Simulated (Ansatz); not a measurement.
**HfGe (model cell, started as wurtzite): phonons and vibrational spectra**

Aim: the phonons of HfGe (model cell, started as wurtzite) at a cell relaxed beforehand at this level.

Method: DFT PBEsol, scalar-relativistic, plane waves, norm-conserving pseudopotentials, in Ansatz 0.2.0.

The structure was built from a prototype and need not be the compound's stable phase.

## (1) The starting structure

Symmetry: P6_3/mmc, No. 194, hexagonal system. The conventional cell has a = 4.583 Å, b = 4.583 Å, c = 5.277 Å, α = 90.00°, β = 90.00°, γ = 120.00°. Hf has 5 Ge at 2.64 to 2.65 Å nearest. Nearest to Ge lie 5 Hf at 2.64 to 2.65 Å. Farther neighbours are not listed.

Structure file:

```cif
data_structure
_symmetry_space_group_name_H-M 'P 1'
_symmetry_Int_Tables_number 1
_cell_length_a 4.5826
_cell_length_b 4.5826
_cell_length_c 5.2775
_cell_angle_alpha 90.000
_cell_angle_beta 90.000
_cell_angle_gamma 120.000
_cell_volume 95.98
loop_
_atom_site_label
_atom_site_type_symbol
_atom_site_fract_x
_atom_site_fract_y
_atom_site_fract_z
_atom_site_occupancy
Hf1 Hf 0.33333 0.66667 0.93750 1
Hf2 Hf 0.66667 0.33333 0.43750 1
Ge3 Ge 0.33333 0.66667 0.43750 1
Ge4 Ge 0.66667 0.33333 0.93750 1
```

## (2) Zone-centre response

The cell comes from relaxations at this level that are not shown. The zone centre is the only wavevector solved here; it holds the modes that light can see, as far as symmetry allows. No field response is asked, since the mesh shows no gap.

Contents of input.yaml:

```yaml
crystal:
  lattice:
    - [4.5826278453, -3.1801e-06, 0.0]
    - [-2.2913111686, 3.9686737202, 0.0]
    - [0.0, 0.0, 5.2774538066]
  atoms:
    - { symbol: Hf, position: [0.3333333333, 0.6666666667, -0.0625] }
    - { symbol: Hf, position: [0.6666666667, 0.3333333333, 0.4375] }
    - { symbol: Ge, position: [0.3333333333, 0.6666666667, 0.4375] }
    - { symbol: Ge, position: [0.6666666667, 0.3333333333, 0.9375] }
kpoints:
  mp_grid: { grid: [12, 12, 8] }
hamiltonian:
  xc: pbesol
  pseudopotentials: { kind: nc }
scf:
  occupations: { method: methfessel_paxton, width: 0.2 }
output:
  eigenvalues: true
phonons:
  method: dfpt
```

Started as:

```sh
$ ansatz run input.yaml --threads 4 --pin off --max-ram 7168MiB --backend cpu --events-out ev --progress --plain --runs-dir out
```

Numbers of over 12 decimals in the logs are rounded to 6 here.

The program printed:

```text
Engine: ansatz 0.2.0, aarch64-unknown-linux-gnu
Pseudopotentials: kind: nc
Pseudopotential: Hf, nc, valence charge 12, recommended cutoff 789.130201 eV (normal), Hf.nc.azcp (PseudoDojo's, or run here from an input of PseudoDojo's: the run reads no file of this project's for it)
Pseudopotential: Ge, nc, valence charge 14, recommended cutoff 1061.244064 eV (normal), Ge.nc.azcp (PseudoDojo's, or run here from an input of PseudoDojo's: the run reads no file of this project's for it)
Functional definition: PBEsol
  exchange = pbesol_x
  correlation = pbesol_c
Crystal: 4 atoms, lattice volume = 95.981 Å³
Basis set: ecut = 1061.244064 eV, 7433 PW (Γ), exchange–correlation on 100×100×128 points (8 copies of the dense FFT grid, shifted against one another)
Bands: 32, of which v1, the nominal top of the filled ones, is band 26 counted from 1 (25 counted from 0)
Symmetry: 24 space group operations
k-points: 320 of 1152 (irreducible under 2 space group operations, time reversal used)
Non-local potential: Hf, projectors of the file, l = 0: 2, l = 1: 2, l = 2: 2, l = 3: 2
Non-local potential: Ge, projectors of the file, l = 0: 2, l = 1: 2, l = 2: 2
Initial density: superposition of atomic densities (chi_scale 0.1, normalization cell, long waves kept (reshape's long-wave potential 0.00 eV rms))
Initial wavefunctions: pseudopotential atomic-orbital guess
Functional: x = pbesol(κ = 0.804, μ = 0.123457), c = pbesol(β = 0.046)
SCF iter   1: F=—  HF=-7924.603616 eV  |F-HF|=—  |Δ(HF+E_count)|=         —  Δρ=4.80e-2  dr2=1.77e0  ethr=3.10e-3  ⟨swp⟩=6.4  Hψ=45362  notcnv=0
preconditioner: auto → Kerker (q_TF=auto, 2.463 Å⁻¹)  [metal: Δε(μ)=0.037 eV  Ē_g=16.127 eV  σ=0.200 eV  W_gap=0.15  n_scr=22 (ndim 8)  ℏωp=22.7 eV  f_vac=0.001  D(μ)=0.48/eV (n_scr^D=0)]
SCF iter   2: F=—  HF=-7924.136064 eV  |F-HF|=—  |Δ(HF+E_count)|=   4.68e-1  S|Δr|=    0.00e0  Δρ=2.70e-2  dr2=7.05e-1  ethr=3.10e-3  ⟨swp⟩=1.5  Hψ=14507  notcnv=0  defer=6
SCF iter   3: F=—  HF=-7923.957679 eV  |F-HF|=—  |Δ(HF+E_count)|=   1.78e-1  S|Δr|=    0.00e0  Δρ=8.97e-3  dr2=8.12e-2  ethr=1.36e-3  ⟨swp⟩=2.0  Hψ=16941  notcnv=0  defer=8
SCF iter   4: F=—  HF=-7923.946012 eV  |F-HF|=—  |Δ(HF+E_count)|=   1.17e-2  S|Δr|=    0.00e0  Δρ=8.39e-3  dr2=3.01e-2  ethr=1.56e-4  ⟨swp⟩=2.9  Hψ=17968  notcnv=0  defer=6
SCF iter   5: F=—  HF=-7923.933582 eV  |F-HF|=—  |Δ(HF+E_count)|=   1.24e-2  S|Δr|=    0.00e0  Δρ=1.21e-3  dr2=1.91e-3  ethr=5.80e-5  ⟨swp⟩=2.3  Hψ=17053  notcnv=0  defer=76
SCF iter   6: F=—  HF=-7923.933545 eV  |F-HF|=—  |Δ(HF+E_count)|=   3.71e-5  S|Δr|=    0.00e0  Δρ=4.55e-4  dr2=2.04e-4  ethr=3.67e-6  ⟨swp⟩=2.2  Hψ=16182  notcnv=0  defer=87
SCF iter   7: F=—  HF=-7923.933569 eV  |F-HF|=—  |Δ(HF+E_count)|=   2.40e-5  S|Δr|=    0.00e0  Δρ=5.72e-5  dr2=4.15e-6  ethr=3.93e-7  ⟨swp⟩=2.5  Hψ=16604  notcnv=0  defer=87
SCF iter   8: F=—  HF=-7923.933475 eV  |F-HF|=—  |Δ(HF+E_count)|=   9.35e-5  S|Δr|=    0.00e0  Δρ=1.14e-5  dr2=1.59e-7  ethr=7.99e-9  ⟨swp⟩=2.7  Hψ=19032  notcnv=0  defer=399
SCF iter   9: F=—  HF=-7923.933475 eV  |F-HF|=—  |Δ(HF+E_count)|=   1.74e-8  S|Δr|=    0.00e0  Δρ=3.89e-6  dr2=9.68e-9  ethr=3.07e-10  ⟨swp⟩=2.7  Hψ=18709  notcnv=0  defer=399
SCF iter  10: F=—  HF=-7923.933475 eV  |F-HF|=—  |Δ(HF+E_count)|=   3.92e-9  S|Δr|=    0.00e0  Δρ=9.71e-7  dr2=7.87e-10  ethr=1.86e-11  ⟨swp⟩=2.6  Hψ=18803  notcnv=0  defer=399
SCF iter  11: F=—  HF=-7923.933475 eV  |F-HF|=—  |Δ(HF+E_count)|=  1.18e-11  S|Δr|=    0.00e0  Δρ=1.49e-7  dr2=1.79e-11  ethr=1.51e-12  ⟨swp⟩=2.6  Hψ=18737  notcnv=0  defer=399
SCF iter  12: F=-7923.933475 eV  HF=-7923.933475 eV  |F-HF|=9.09e-13  |Δ(HF+E_count)|=  5.46e-11  S|Δr|=    0.00e0  Δρ=3.08e-8  dr2=8.56e-13  ethr=1.00e-12  ⟨swp⟩=15.3  Hψ=66790  notcnv=0
SCF 1 converged in 12 iterations: F = -7923.933475 eV  dr2 = 8.56e-13
DFPT response loops at Γ: preconditioner auto → Kerker (q_TF=auto, 2.463 Å⁻¹) (partly filled bands, converged f_vac=0.037); β = 1.00, the filter's whole step (`scf.mixing.beta` (0.50) is not read by the response loops under this deck's `scf.mixing.preconditioner`; to damp them name `kerker` or `kerker_dos`, under which they read `scf.mixing.beta`, and type it under 1.00, their step now; both keys bind the ground state too); Broyden in place of MSR1
SCF converged after 12 iterations
Stability not checked: this state was not tested for a lower state beside it, because cold or Methfessel-Paxton smearing, or corrected tetrahedra, fill the levels in a way that the test cannot read (fill_not_monotonic; see scf.lower_state_search)
Free energy (F): -7923.933475 eV
Harris-Foulkes:  -7923.933475 eV  (|F-HF|=9.09e-13)
Internal energy: -7923.933940 eV  (E = F + TS)
E sigma→0 (E₀):  -7923.933592 eV
Entropy (-TS):   0.000464 eV (0.116 meV/atom)
Fermi energy:    10.403865 eV
--- Per-component energies (eV) ---
  E_band       = -601.819987
  E_kinetic    = 4424.630287
  E_local      = -5565.739431  (includes V_loc(G=0)·N_el)
  E_nonlocal   = -2415.392579
  E_hartree    = 2119.868702
  E_xc         = -1945.574892
  E_vxc        = -1285.055668  (∫ρ·V_xc dr)
  E_ewald      = -4541.726027
  E_smearing   = 0.000464  (= −TS)
  E_closure    = 0.000000  (closes the sum)
  Σ components = -7923.933475   (vs F -7923.933475, Δ=0.00e0)
--- Band table (eV; the first three rows and the last of 320) ---
  k-point 0: bands = [... 22 lower, 8.4961, 8.8044, 8.8044, 10.8317, 10.8317, 11.8282, 13.2458, 13.2504, ... 2 higher]
  k-point 1: bands = [... 22 lower, 8.4515, 8.6953, 8.6953, 11.0580, 11.0580, 11.2624, 12.9302, 13.3549, ... 2 higher]
  k-point 2: bands = [... 22 lower, 8.3502, 8.4845, 8.4845, 10.0123, 11.6079, 11.6079, 12.9982, 13.5462, ... 2 higher]
  k-point 319: bands = [... 22 lower, 8.4358, 8.4358, 9.2342, 9.2342, 11.5127, 11.5127, 12.9362, 12.9362, ... 2 higher]
--- Phonons (Γ-DFPT): 4 representative perturbations + reference, on 320 of 1152 k-points (Σ response iterations 13) ---
  k mesh reduced under 2 symmetry operations, with k and −k counted as one. Each operation leaves every solved perturbation unchanged. A smaller set is not used because it would not reduce the number of displacements times k-points to solve
  ASR residual: 2.107e-4 → 0.000e0 eV/Å²; symmetrization residual: 3.153e-4 eV/Å²
  ASR residual per site (eV/Å²): 2.11e-4 2.11e-4 1.64e-4 1.64e-4
  Γ frequencies (cm⁻¹): 0.00 0.00 0.00 78.59 84.90 84.90 211.22 211.22 215.57 215.57 217.67 254.85
  non-analytic LO–TO correction: not included (Born effective charges unavailable; polar crystals: no LO–TO splitting at Γ)
```

It took 8.2 min on 4 threads of Arm Neoverse V1, shared host; peak memory 4.3 GiB.

In the SCF lines HF is the Harris–Foulkes energy and dr2 the Hartree energy of the density residual, in eV; the loop may stop once dr2 is under the threshold and the program's other checks hold. Hψ counts applications of the Hamiltonian.

This step gave:

* volume per atom: 24.00 Å³
* gap on the k-mesh: 0 eV
* sum-rule residual before enforcement: 2.11e-4 eV/Å²
* point group: 6/mmm
* highest optical mode at the zone centre (no LO-TO term): 254.8 cm⁻¹
* lowest optical zone-centre mode: 78.59 cm⁻¹

Patterns of degenerate modes are one choice out of their space. Modes at Γ, with each element's share of the kinetic energy:

```
mode  frequency (cm⁻¹)  symmetry  Hf %  Ge %
   1               0.0  acoustic    71    29
   2               0.0  acoustic    71    29
   3               0.0  acoustic    71    29
   4              78.6       B1g    76    24
   5              84.9       E2g    78    22
   6              84.9       E2g    78    22
   7             211.2       E2g    22    78
   8             211.2       E2g    22    78
   9             215.6       E1u    29    71
  10             215.6       E1u    29    71
  11             217.7       A2u    29    71
  12             254.8       B1g    24    76
```

Displacements in mode 4 (78.6 cm⁻¹), the largest set to 1:
```
Hf1  0.00  0.00  1.00
Hf2  0.00  0.00 -1.00
Ge3  0.00  0.00  0.88
Ge4  0.00  0.00 -0.88
```

Displacements in mode 6 (84.9 cm⁻¹), the largest set to 1:
```
Hf1  0.00 -1.00  0.00
Hf2  0.00  1.00  0.00
Ge3  0.00  0.83  0.00
Ge4  0.00 -0.83  0.00
```

Before it was imposed, the acoustic sum rule was missed by 2.1e-4 eV/Å². Small misses are needed for a sound result but don't prove that mesh and cutoff are converged. The lowest optical mode is real, 78.6 cm⁻¹.

## (3) Another isotope, element Ge, natural mass 72.63 amu

An isotope changes the mass and not the force constants, so no new electronic calculation is needed; the shifts show which modes move this element.

The same force constants with the mass of Ge changed from 72.630 to 75.921 u (phonopy, no LO-TO term). Both lists are sorted by frequency; levels can cross, so a row need not hold one and the same mode. Modes under 3 cm⁻¹ are left out. Isotope shifts, by row:

```
    q  rank  natural mass (cm⁻¹)  changed mass (cm⁻¹)
0 0 0     4                78.59                78.17
0 0 0     5                 84.9                84.47
0 0 0     6                 84.9                84.47
0 0 0     7                211.2                207.6
0 0 0     8                211.2                207.6
0 0 0     9                215.6                212.2
0 0 0    10                215.6                212.2
0 0 0    11                217.7                214.3
0 0 0    12                254.8                250.6
```

A mode of this element alone would shift by -2.19 %. The highest zone-centre frequency without the field goes from 254.8 to 250.6 cm⁻¹ (-1.7 %). The product of the frequency ratios over all optical modes at Γ is 0.893; the product rule, (m/m′)^(3k/2) (M′/M)^(3/2) with k = 2 such atoms and M the mass of the cell, gives 0.893.

## (4) Isotope substitution, element Hf, natural mass 178.486 amu

The same for Hf, from 178.49 to 173.94 u.

The same force constants with the mass of Hf changed from 178.486 to 173.940 u (phonopy, no LO-TO term). Both lists are sorted by frequency; levels can cross, so a row need not hold one and the same mode. Modes under 3 cm⁻¹ are left out. Isotope shifts, by row:

```
    q  rank  natural mass (cm⁻¹)  changed mass (cm⁻¹)
0 0 0     4                78.59                79.36
0 0 0     5                 84.9                85.75
0 0 0     6                 84.9                85.75
0 0 0     7                211.2                211.8
0 0 0     8                211.2                211.8
0 0 0     9                215.6                216.4
0 0 0    10                215.6                216.4
0 0 0    11                217.7                218.5
0 0 0    12                254.8                255.6
```

A mode of this element alone would shift by +1.30 %. The highest zone-centre frequency without the field goes from 254.8 to 255.6 cm⁻¹ (+0.3 %). The product of the frequency ratios over all optical modes at Γ is 1.051; the product rule, (m/m′)^(3k/2) (M′/M)^(3/2) with k = 2 such atoms and M the mass of the cell, gives 1.051.

## (5) What came out

| Property | Result |
| --- | --- |
| space group (within 0.01 Å) | P6_3/mmc |
| volume per atom | 24.0 Å³ |
| electronic character | no gap on this mesh |
| highest optical mode at the zone centre (no LO-TO term) | 255 cm⁻¹ |
| lowest optical zone-centre mode | 78.6 cm⁻¹ |
| imaginary modes at Γ (the only wavevector solved) | none |

What this shows: The structure is stable against zone-centre distortions, since no mode there is imaginary; other wavevectors were not solved, so zone-boundary instabilities are untested. The optical modes at Γ span 79 to 255 cm⁻¹. No dispersion was computed. The highest mode in this list at Γ, 254.8 cm⁻¹, is mostly motion of Ge (76 % of the kinetic energy). The relaxed cell left the space group of the starting entry, even within 0.1 Å, so it may not be the phase that the entry, or a measurement on it, describes. With no gap, or one that is small against the smearing, the frequencies hang on the k mesh and the smearing, most of all near Kohn anomalies. Spin-orbit coupling is left out, which can matter for the heavy elements here. The starting cell was built on a prototype and not taken from a measurement, so the phase need not exist. These are harmonic frequencies at zero temperature: anharmonic shifts, linewidths and thermal expansion are left out.

[Logs are printed without paths, hosts, clocks, repeated set-up lines and the standing remarks that a program may print on its own settings, such as how far it seeks lower states.]

[Hosts, paths, dates, database ids (printed as entryN), source tags and the programs' standing remarks are cut or masked in the printed files.]
